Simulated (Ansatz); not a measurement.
# TiNCl (Pmmn): how robust is the cRPA U?, part 2 of 2

Wanted: the sensitivity and cost of U and J for TiNCl (Pmmn).

Ansatz 0.2.0; constrained RPA on LDA, plane waves, PAW.

So far. Step 5 (Changed: smooth pair densities): On the Ti t2g shell, screening brings the on-site interaction from 13.3 eV down to U = 2.23 eV. Step 6 (Changed: accuracy high): On the Ti t2g shell, screening brings the on-site interaction from 13.3 eV down to U = 2.22 eV.

**8. Changed: potentials**

The input, input.yaml:

```yaml
crystal:
  lattice:
    - [0.0, 2.30375389, 2.30375389]
    - [-3.937, 0.0, 0.0]
    - [0.0, -5.51755421, 5.51755421]
  atoms:
    - { symbol: Ti, position: [0.0, 0.5, 0.1] }
    - { symbol: Ti, position: [0.5, 0.0, 0.9] }
    - { symbol: "N", position: [0.5, 0.5, 0.95] }
    - { symbol: "N", position: [0.0, 0.0, 0.05] }
    - { symbol: Cl, position: [0.5, 0.5, 0.33] }
    - { symbol: Cl, position: [0.0, 0.0, 0.67] }
kpoints:
  mp_grid: { grid: [12, 8, 4] }
hamiltonian:
  xc: lda
  pseudopotentials: { kind: paw, source: ansatz }
scf:
  occupations: { method: gaussian, width: 0.08 }
  n_extra_bands: 24
  max_iter: 150
output:
  crpa:
    kmesh: [6, 4, 2]
    target_bands: [c1, c6]
    projections: [{ species: Ti, l: d, shell: 3, orbitals: [dxz, dyz, dxy] }]
```

The run is started by

```
> ansatz run input.yaml --threads 4 --pin off --max-ram 9216MiB --backend cpu --events-out ev --progress --plain --runs-dir out
```

Numbers of over 12 decimals in the logs are rounded to 6 here.

The program printed:

```text
Ti: projections on atomic orbitals take those of the free atom [Ne] 3s2 3p6 3d2 4s2, of charge +0.00 (hamiltonian.pseudopotentials.projection_atoms); the dataset's partial waves leave at most 3.9e-6 of an orbital's norm unspanned inside its sphere
[...]
Crystal: 6 atoms, lattice volume = 100.087 Å³
Basis set: ecut = 870 eV, 5877 PW (Γ)
[...]
screened: U = 2.2163 eV, U' = 1.5484 eV, J = 0.3183 eV
      screened, to within: U = 3.4e-3 eV, U' = 3.4e-3 eV, J = 4.4e-4 eV
      bare: V = 13.3090 eV, V' = 12.3467 eV, J = 0.4421 eV
    Site 1, 3D, 3 of 5 d orbitals (Wannier functions 4, 5, 6; wannier90's mr 2, 3, 5):
      screened: U = 2.2163 eV, U' = 1.5484 eV, J = 0.3183 eV
      screened, to within: U = 3.4e-3 eV, U' = 3.4e-3 eV, J = 4.4e-4 eV
      bare: V = 13.3090 eV, V' = 12.3467 eV, J = 0.4421 eV
[...]
[key lines of the parts left out:]
SCF converged after 10 iterations
Free energy (F): -7746.276091 eV
Fermi energy:    6.605166 eV
```

Run time: 13 min. Hardware: 4 threads of Arm Neoverse V2, shared host; peak memory 1.3 GiB; 49 min of CPU time.

Numbers from this step:

| Property | Result |
| --- | --- |
| U | 2.216 eV |
| U prime (inter-orbital) | 1.548 eV |
| J | 0.3183 eV |
| bare V | 13.31 eV |
| bare J | 0.4421 eV |
| stated bound on U | 0.003399 eV |
| U over bare V | 0.1665 |
| electrons in the window | 0 |
| head of the constrained inverse dielectric matrix | 0.08569 |
| least eigenvalue of the projection's overlap | 0.4667 |
| target functions | 6 |
| bands in the sums | 60 |
| width of the target bands | 2.660 eV |
| weight of the projected orbitals in the window | 0.8162 |

On the Ti t2g shell, screening brings the on-site interaction from 13.3 eV down to U = 2.22 eV.

**9. Changed: volume +3 %**

The cell differs from the one that the last finished run ended in (a 3.258 → 3.290 Å, b 3.937 → 3.976 Å, c 7.803 → 7.880 Å).

Edit input.yaml of step 8 so:

```diff
@@ -2,5 +2,5 @@
   lattice:
-    - [0.0, 2.30375389, 2.30375389]
-    - [-3.937, 0.0, 0.0]
-    - [0.0, -5.51755421, 5.51755421]
+    - [0.0, 2.326564818, 2.326564818]
+    - [-3.9759827333, 0.0, 0.0]
+    - [0.0, -5.5721870126, 5.5721870126]
   atoms:
@@ -16,3 +16,2 @@
   xc: lda
-  pseudopotentials: { kind: paw, source: ansatz }
 scf:
@@ -26 +25,6 @@
     projections: [{ species: Ti, l: d, shell: 3, orbitals: [dxz, dyz, dxy] }]
+  local_orbitals:
+    kmesh: [12, 8, 4]
+    orbitals: [{ species: Ti, l: d, shell: 3, orbitals: [dxz, dyz, dxy] }]
+    window: { bands: [c1, c6] }
+    seedname: lo
```

The program printed:

```text
[...]
Crystal: 6 atoms, lattice volume = 103.090 Å³
Basis set: ecut = 420 eV, 2045 PW (Γ)
Bands: 48, of which v1, the nominal top of the filled ones, is band 24 counted from 1 (23 counted from 0)
Symmetry: 8 space group operations
[...]
k-points: 105 of 384
[...]
screened: U = 2.2205 eV, U' = 1.5474 eV, J = 0.3210 eV
      screened, to within: U = 3.1e-3 eV, U' = 3.1e-3 eV, J = 4.5e-4 eV
      bare: V = 13.3845 eV, V' = 12.4160 eV, J = 0.4459 eV
    Site 1, 3D, 3 of 5 d orbitals (Wannier functions 4, 5, 6; wannier90's mr 2, 3, 5):
      screened: U = 2.2205 eV, U' = 1.5474 eV, J = 0.3210 eV
      screened, to within: U = 3.1e-3 eV, U' = 3.1e-3 eV, J = 4.5e-4 eV
      bare: V = 13.3845 eV, V' = 12.4160 eV, J = 0.4459 eV
[...]
[key lines of the parts left out:]
SCF converged after 8 iterations
Free energy (F): -7746.206590 eV
Fermi energy:    6.232886 eV
```

It took 4.4 min on 4 threads; peak memory 0.69 GiB.

Numbers from this step:

```
U                                                 : 2.221 eV
U prime (inter-orbital)                           : 1.547 eV
J                                                 : 0.3210 eV
bare V                                            : 13.38 eV
bare J                                            : 0.4459 eV
stated bound on U                                 : 0.003061 eV
U over bare V                                     : 0.1659
electrons in the window                           : 0
head of the constrained inverse dielectric matrix : 0.09076
least eigenvalue of the projection's overlap      : 0.4707
target functions                                  : 6
bands in the sums                                 : 60
r.m.s. miss of the model bands                    : 0.001969 eV
width of the target bands                         : 2.538 eV
weight of the projected orbitals in the window    : 0.8198
```

On the Ti t2g shell, screening brings the on-site interaction from 13.4 eV down to U = 2.22 eV.

**10. Side by side**

Times are wall times on 4 threads of Arm Neoverse V2, shared host, good to a factor of about two.

```csv
run,bare V (eV),U (eV),J (eV),bound on U (eV),width (eV),time
target window,13.32,2.220,0.319,0.0030,2.66,4.4 min
4×4×2 mesh,13.35,2.122,0.319,0.0033,2.66,2.1 min
2×2×2 mesh,14.11,1.786,0.339,0.0061,2.66,25 s
smooth pair densities,13.32,2.230,0.325,0.0035,2.66,4.1 min
accuracy high,13.32,2.220,0.319,0.0005,2.66,7 min
potentials,13.31,2.216,0.318,0.0034,2.66,13 min
volume +3 %,13.38,2.221,0.321,0.0031,2.54,4.4 min
```

**11. Outcome**

- target window: U 2.22 eV, J 0.32 eV
- 4×4×2 mesh: U 2.12 eV, J 0.32 eV
- 2×2×2 mesh: U 1.79 eV, J 0.34 eV
- smooth pair densities: U 2.23 eV, J 0.33 eV
- accuracy high: U 2.22 eV, J 0.32 eV
- potentials: U 2.22 eV, J 0.32 eV
- volume +3 %: U 2.22 eV, J 0.32 eV

What this shows: 4×4×2 mesh moves U by −0.10 eV at 0.49 times the time. 2×2×2 mesh moves U by −0.43 eV at 0.095 times the time. Smooth pair densities moves U by +0.01 eV. Accuracy high moves U by +0.001 eV (within the solver's bounds, for the mean over orbitals). Potentials moves U by −0.003 eV (within the solver's bounds, for the mean over orbitals) at 2.9 times the time. Volume +3 % moves U by +0.001 eV (within the solver's bounds, for the mean over orbitals). The printed bound covers the solver alone, not the mesh, and no denser mesh than the base was run. The parent state is non-magnetic and the interaction static (zero frequency); U depends on the window and the orbitals, so it belongs to this model alone.

[Paths, hosts, dates, memory and timing lines, banners, echoed tables and standing remarks are left out of the program output.]

[Logs are printed without paths, hosts, clocks, repeated set-up lines and the standing remarks that a program may print on its own settings, such as how far it seeks lower states.]

[Runs of the session that timed out or met a known fault of the program may be left out.]

[Hosts, paths, dates, database ids (printed as entryN), source tags and the programs' standing remarks are cut or masked in the printed files.]
